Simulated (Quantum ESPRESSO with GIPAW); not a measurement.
# Octahedral tilting in SrTiO3 seen by 17O

Starting from the cubic perovskite, neighbouring octahedra are turned by θ about [001] in opposite senses, in all three directions (tilt system a⁰a⁰c⁻). The cell and the cations are held, so the in-plane bonds lengthen as 1/cos θ. GIPAW with PBEsol and plane-wave PAW files from pslibrary 1.0.0 recipes (Ti spn, Sr spn, O n), cutoffs 60 and 576 Ry, a 5×5×5 mesh in every shielding run (Quantum ESPRESSO with GIPAW, a patched development version), without spin-orbit coupling. The atoms are held where the series puts them. The cells were built for this series from an entry of the Crystallography Open Database, taken as a prototype, and need not be stable phases. The shielding is averaged over all O atoms of the cell.

One member of the series, SrTiO3 (I4/mcm) at 6 °, as used in the shielding run:

```xyz
10
Lattice="0.0000 3.9050 3.9050 3.9050 0.0000 3.9050 3.9050 3.9050 0.0000" Properties=species:S:1:pos:R:3 pbc="T T T"
Ti    0.0000    0.0000    0.0000
Ti    3.9050    3.9050    3.9050
Sr    1.9525    1.9525    1.9525
Sr    5.8575    5.8575    5.8575
O     1.9525    4.1102    3.9050
O     3.6998    1.9525    3.9050
O     3.9050    3.9050    1.9525
O     5.8575    3.6998    3.9050
O     4.1102    5.8575    3.9050
O     3.9050    3.9050    5.8575
```

| angle θ (°) | θ² (deg²) | shortest bond, mean over sites, at O (Å) | mean σ_iso of O (ppm) |
| --- | --- | --- | --- |
| 0 | 0.00 | 1.9525 | -283.35 |
| 1.5 | 2.25 | 1.9529 | -283.39 |
| 3 | 9.00 | 1.9543 | -283.53 |
| 4.5 | 20.25 | 1.9565 | -283.85 |
| 6 | 36.00 | 1.9597 | ? |
| 7.5 | 56.25 | 1.9637 | -285.31 |
| 9 | 81.00 | 1.9687 | -286.74 |
| 10.5 | 110.25 | 1.9747 | -288.81 |
| 12 | 144.00 | 1.9816 | -291.67 |

**Task.** Fit mean σ_iso of O against x, the square of the angle in deg²; judge whether a straight line is enough, and predict the withheld row (x = 36.00 deg²).

1. The 8 known rows give Σx = 423.00, Σy = -2286.65, Σx² = 43112.2500 and Σxy = -122053.7700.

2. Slope b = (nΣxy − ΣxΣy)/(nΣx² − (Σx)²) = -0.055295 and intercept a = (Σy − bΣx)/n = -282.908 ppm.

3. Residuals y − a − bx, in the order of the table: -0.44, -0.36, -0.12, +0.18, +0.71, +0.65, +0.19, -0.80 ppm; r.m.s. 0.50 ppm, R² = 0.970. They bend, and a quadratic term takes most of them away: y = -283.33099 − 0.02125582 x − 2.55400e-4 x², r.m.s. 0.019 ppm.

4. At x = 36.00 deg², inside the fitted range, the line gives -284.90 ppm and the parabola -284.43 ppm.

5. The run gives -284.39 ppm. The line misses by -0.51 ppm, the parabola by -0.04 ppm; that is within twice the r.m.s. of the parabola. Verdict: a line is not enough; the parabola both fits and predicts better.

Between neighbouring rows of the full table the slope is -0.18 ppm for 10 deg² of θ² at the low end and -0.85 at the high end. Turning by −θ gives the same structure shifted by one cell, so a mean over an element is even in θ: hence the fit against θ². Semilocal functionals tend to put the empty d states of Ti too low, which overstates the deshielding of O next to it. The macroscopic shape term is left out. It is common to all sites of a cell; for a sphere, judged roughly from the xx and yy parts of the valence susceptibility, it lies between 4.4 and 5.4 ppm in these runs.

[Logs are printed without paths, hosts, clocks, repeated set-up lines and the standing remarks that a program may print on its own settings, such as how far it seeks lower states.]

[Hosts, paths, dates, database ids (printed as entryN), source tags and the programs' standing remarks are cut or masked in the printed files.]
